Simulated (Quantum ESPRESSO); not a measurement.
# Voltage at the next charge: Ta(110), 4 layers, one monolayer of F on longbridge sites against an electrode

**Set-up.** Quantum ESPRESSO 7.5, PBE, GBRV ultrasoft; ESM with bc3, a metal electrode 7.04 Å above the top atoms; cell area 7.747 Å²; ions fixed. V is the potential energy of an electron at the electrode over the slab's Fermi level, divided by e, so that it equals the work function at zero charge; positive charge removes electrons.

```
charge (e a cell)  V (V)
                0  5.156
           0.0116  7.019
           0.0232  8.885
```

To predict: What is V at a charge of 0.0465 e, and what capacitance do the rows imply?

**Fit.** The last two rows give dV/dq = (8.885 − 7.019)/(0.0232 − 0.0116) = 160.9 V/e, so C = 1602/(7.747 × 160.9) = 1.29 µF/cm², an effective gap of 8.854/1.29 = 6.89 Å. At constant C, V = 8.885 + 160.9 × 0.0233 = 12.63 V.

What the calculation gave: V = 12.639 V; the estimate misses by −0.01 V, 0.2 % of the step. Over the three intervals C goes 1.29, 1.29 and 1.28 µF/cm².

Caveats: Vacuum fills the gap; a dielectric or electrolyte would change C. The slab is thin.

[Logs are printed without paths, hosts, clocks, repeated set-up lines and the standing remarks that a program may print on its own settings, such as how far it seeks lower states.]
